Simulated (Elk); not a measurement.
# MnRh: is a spiral lower than the collinear state?, part 2 of 2

Spirals of any wavevector fit in the chemical cell when spin–orbit coupling is left out. What does E(q) of MnRh say of its order and magnons?

Elk 11.2.3 (patched build); LDA (Perdew-Wang); all-electron APW+lo, Dirac cores, scalar-relativistic bands.

So far. Step 2 (Reference state): After 23 cycles the largest moment stands at 3.42 μB.

## Step 3: One pass at q = (0, 0.25, 0)

One diagonalisation in the potential of q = 0; by the force theorem the spiral's energy is the band energy with the smearing's entropy term, less that of a like pass at q = 0. The total energy that such a pass prints is not self-consistent and is not used.

Input file elk.in:

```
tasks
  1

xctype
  3

rgkmax
  7.0

nempty
  12

swidth
  0.002

reducebf
  0.5

epsengy
  1e-06

maxscl
  1

lmaxi
  2

spinsprl
  .true.

spinpol
  .true.

vqlss
  0.000000 0.250000 0.000000

sppath
  './'

avec
  5.75232632336 0.00000000000 0.00000000000
  0.00000000000 5.75232632336 0.00000000000
  0.00000000000 0.00000000000 5.75232632336

atoms
  2
  'Mn.in'
  1
  0.0000000000 0.0000000000 0.0000000000   -0.000105 0.000000 0.000000
  'Rh.in'
  1
  0.5000000000 0.5000000000 0.5000000000   0.000000 0.000000 0.000000

ngridk
  8 8 8
```

The run is started by

```bash
OMP_NUM_THREADS=2 elk
```

Numbers of over 12 decimals in the logs are rounded to 6 here.

The log of the run:

```text
┌─────────────────────────┐
│ Elk code version 11.2.3 │
└─────────────────────────┘

All units are atomic (Hartree, Bohr, etc.)

┌──────────────────────────────────────────┐
│ Ground-state run resuming from STATE.OUT │
└──────────────────────────────────────────┘

Lattice vectors :
   5.752326323       0.000000000       0.000000000
   0.000000000       5.752326323       0.000000000
   0.000000000       0.000000000       5.752326323

Species : 1 (Mn)
 muffin-tin radius :    2.367197149
 atomic positions (lattice), magnetic fields (Cartesian) :
  1 :   0.00000000  0.00000000  0.00000000    0.00000000  0.00000000  0.00000000

Species : 2 (Rh)
 muffin-tin radius :    2.564463578
 atomic positions (lattice), magnetic fields (Cartesian) :
  1 :   0.50000000  0.50000000  0.50000000    0.00000000  0.00000000  0.00000000

Total number of atoms per unit cell :    2
Total muffin-tin volume :    126.2082717
 ratio of muffin-tin to unit cell volume :   0.6630667861

Spin treatment :
 spin-polarised
 global magnetic field (Cartesian) :    0.000000000       0.000000000       0.000000000
 non-collinear magnetisation
 spin-spiral state assumed
  q-vector (lattice)   :    0.000000000      0.2500000000       0.000000000
  q-vector (Cartesian) :    0.000000000      0.2730714912       0.000000000
  q-vector length      :   0.2730714912

Number of Bravais lattice symmetries :    8
Number of crystal symmetries         :    8
Crystal has no inversion symmetry
Complex Hermitian eigensolver will be used

k-point grid :      8     8     8
k-point offset :    0.000000000       0.000000000       0.000000000
k-point set is reduced with full crystal symmetry group
Total number of k-points :      120

Muffin-tin radius times maximum |G+k| :    7.000000000
 using average radius
Maximum |G+k| for APW functions       :    2.838800310
Maximum (1/2)|G+k|²                   :    4.029393600
Maximum |G| for potential and density :    12.00000000
Constant for pseudocharge density :    8
 order of it for each species :   15  15
 order of it for pair densities of each species (exact exchange by exxq0 0: 15) :    9  11
Radial integration step length :    1

G-vector grid sizes :     24    24    24
Number of G-vectors :     5497

Maximum angular momentum used for
 APW functions            :    8
 outer part of muffin-tin :    6

Number of empty states         :     24
Total number of valence states :     82
Total number of core states    :     38

Third-order local-orbitals added for an l without core states : T
Total number of local-orbitals :     41

Exchange-correlation functional :      3     0     0
 Perdew-Wang/Ceperley-Alder, Phys. Rev. B 45, 13244 (1992)
 gradient requirement :    0
 local density approximation (LDA)

Smearing type :    3
 Fermi-Dirac
Smearing width :   0.2000000000E-02
Effective electronic temperature (K) :    631.5500496

Mixing type :    3
 Broyden mixing, J. Phys. A: Math. Gen. 17, L317 (1984)

Potential read in from STATE.OUT

┌──────────────────────────────┐
│ Self-consistent loop started │
└──────────────────────────────┘

┌─────────────────┐
│ Loop number : 1 │
└─────────────────┘

Reached self-consistent loops maximum

Energies :
 Fermi                       :     0.302820
 sum of occupied eigenvalues :     -3526.2206234857
 electron kinetic            :      6151.7532060319
 core electron kinetic       :      5880.3272363419
 Coulomb                     :     -11904.477937092
 Coulomb potential           :     -9433.5602732103
 nuclear-nuclear             :     -810.38467976315
 electron-nuclear            :     -12782.772162077
 Hartree                     :      1688.6789047491
 Madelung                    :     -7187.6978004864
 xc potential                :     -244.20050379904
 xc effective B-field        :    -0.212603
 external B-field            :      0.000000
 exchange                    :     -178.15209929492
 correlation                 :     -6.349524
 electron entropic           :    -0.74733989163801E-03
 total energy                :     -5937.2271014888
 (external B-field energy excluded from total)

Density of states at Fermi energy :    56.93794994
 (states/Hartree/unit cell)

Estimated indirect band gap :   0.4100184599E-03
 from k-point 20 to k-point 10
Estimated direct band gap   :   0.7283914025E-02
 at k-point 44

Charges :
 core                        :    38.00000000
 valence                     :    32.00000000
 interstitial                :    2.186328283
 muffin-tins (core leakage)
  species : 1 (Mn)
   atom 1                    :    23.78906974     ( -0.3583061419E-05)
  species : 2 (Rh)
   atom 1                    :    44.02460198     ( -0.5274594432E-05)
 total in muffin-tins        :    67.81367172
 total calculated charge     :    69.99974094
 total charge                :    70.00000000
 error                       :   0.2590604694E-03

Moments :
 interstitial                :   0.7757601684E-01 -0.2300168291E-05 -0.6474034293E-08
 muffin-tins
  species : 1 (Mn)
   atom 1                    :    3.436602888     -0.1205802633E-02  0.4080110000E-05
  species : 2 (Rh)
   atom 1                    :   0.4818606889     -0.1692052853E-03 -0.6091460876E-05
 total in muffin-tins        :    3.918463577     -0.1375007918E-02 -0.2011350876E-05
 total moment                :    3.996039594     -0.1377308086E-02 -0.2017824911E-05

┌──────────────────────────────┐
│ Self-consistent loop stopped │
└──────────────────────────────┘
```

Elapsed: 12 s, on 2 threads of Intel Xeon Platinum 8375C at 2.90GHz (Ice Lake), shared host; peak memory 0.14 GiB.

This step gave:

| Quantity | Value |
| --- | --- |
| magnetization | 3.996, -0.001377, 0 μB |
| final state | spiral |
| largest moment | 3.437 μB |

Moments of a spiral are printed for the first cell, in the frame that turns with it; over the crystal the turning parts cancel.

By that sum this spiral lies +31.0 meV a seeded atom from q = 0.

## Step 4: One pass at q = (0, 0.5, 0)

Changes to elk.in since step 3:

```diff
@@ -34,3 +34,3 @@
 vqlss
-  0.000000 0.250000 0.000000
+  0.000000 0.500000 0.000000
```

The run is started by

```bash
OMP_NUM_THREADS=2 elk
```

The log of the run:

```text
┌─────────────────────────┐
│ Elk code version 11.2.3 │
└─────────────────────────┘

All units are atomic (Hartree, Bohr, etc.)

┌──────────────────────────────────────────┐
│ Ground-state run resuming from STATE.OUT │
└──────────────────────────────────────────┘

Lattice vectors :
   5.752326323       0.000000000       0.000000000
   0.000000000       5.752326323       0.000000000
   0.000000000       0.000000000       5.752326323

Species : 1 (Mn)
 muffin-tin radius :    2.367197149
[...]
error                       :   0.2541081978E-03

Moments :
 interstitial                :   0.5323951250E-01  0.3075362803E-04 -0.1636741390E-06
 muffin-tins
  species : 1 (Mn)
   atom 1                    :    3.454887076     -0.1233430847E-02  0.3883185143E-05
  species : 2 (Rh)
   atom 1                    :   0.2559408759     -0.7338439831E-04  0.4613529537E-05
 total in muffin-tins        :    3.710827952     -0.1306815245E-02  0.8496714679E-05
 total moment                :    3.764067465     -0.1276061617E-02  0.8333040540E-05

┌──────────────────────────────┐
│ Self-consistent loop stopped │
└──────────────────────────────┘

[key lines of the parts left out:]
total energy                :     -5937.2252421874
```

Wall time 12 s (2 threads); peak memory 0.14 GiB.

Numbers from this step:

- magnetization: 3.764, -0.001276, 0 μB
- final state: spiral
- largest moment: 3.455 μB

By that sum this spiral lies +140.3 meV a seeded atom from q = 0.

## Step 5: A faulty input

A slip in the input shows what the program catches and what it lets pass.

Input file elk.in:

```
tasks
  0

xctype
  3

rgkmax
  high

nempty
  12

swidth
  0.002

reducebf
  0.5

epsengy
  1e-06

maxscl
  60

lmaxi
  2

spinsprl
  .true.

spinpol
  .true.

vqlss
  0.500000 0.500000 0.000000

sppath
  './'

avec
  5.75232632336 0.00000000000 0.00000000000
  0.00000000000 5.75232632336 0.00000000000
  0.00000000000 0.00000000000 5.75232632336

atoms
  2
  'Mn.in'
  1
  0.0000000000 0.0000000000 0.0000000000   -0.105000 0.000000 0.000000
  'Rh.in'
  1
  0.5000000000 0.5000000000 0.5000000000   0.000000 0.000000 0.000000

ngridk
  8 8 8
```

The run is started by

```bash
OMP_NUM_THREADS=2 elk
```

The log of the run:

```text
┌─────────────────────────────────┐
│ Elk code version 11.2.3 started │
└─────────────────────────────────┘

Error(readinput): error reading from elk.in
Problem occurred in 'rgkmax' block
Check input convention in manual
```

Run time: 0.01 s. Hardware: 2 threads; peak memory 0.05 GiB.

The input was rejected at the start.

The program's message: “Error(readinput): error reading from elk.in”

The fault put into the input: a word for a number.

The value must be typed in digits.

## Step 6: All wavevectors

Wavevectors, in fractions of the reciprocal vectors: (0, 0, 0); (0, 0.25, 0); (0, 0.5, 0); (0.25, 0.5, 0); (0.5, 0.5, 0); (0.25, 0.25, 0); (0, 0, 0); (0.25, 0.25, 0.25); (0.5, 0.5, 0.5). The path runs through Γ, X, M, Γ, R.

The energy less that at q = 0, frozen potential by path:

| path (Å⁻¹) | energy less that at q = 0, frozen potential (meV a seeded atom) |
| --- | --- |
| 0.00 | 0 |
| 0.52 | 31.0 |
| 1.03 | 140 |
| 1.55 | 65.6 |
| 2.06 | 66.1 |
| 2.79 | 26.6 |
| 3.52 | 0 |
| 4.42 | 12.7 |
| 5.31 | 127 |

Magnon energy 4 dE/(M sin²θ), frozen potential against path:

| path (Å⁻¹) | magnon energy 4 dE/(M sin²θ), frozen potential (meV) |
| --- | --- |
| 0.00 | 0 |
| 0.52 | 30.1 |
| 1.03 | 136 |
| 1.55 | 63.8 |
| 2.06 | 64.3 |
| 2.79 | 25.8 |
| 3.52 | 0 |
| 4.42 | 12.3 |
| 5.31 | 124 |

## Step 7: Results

```
lowest point  : (0, 0, 0), 0 meV a seeded atom (frozen potential)
highest point : (0, 0.5, 0), 140 meV a seeded atom
```

What this shows: No spiral on the path lies under the state at q = 0; the dearest costs 140 meV a seeded atom. The force theorem is exact for small turns only; a flat spiral at large q turns neighbours far. The magnon energies are adiabatic and undamped; from flat spirals they are a Heisenberg estimate. The mesh is the same for all points and was not tested: differences of a few meV, and of some ten in a metal, can be noise.

[Logs and program files are shortened in this print: banners, set-up blocks, solver, clock and traceback lines can be left out without a mark of their own.]

[Logs are printed without paths, hosts, clocks, repeated set-up lines and the standing remarks that a program may print on its own settings, such as how far it seeks lower states.]

[Hosts, paths, dates, database ids (printed as entryN), source tags and the programs' standing remarks are cut or masked in the printed files.]

[Where a cell is said to come from a database of computed structures, the database is the Materials Project.]
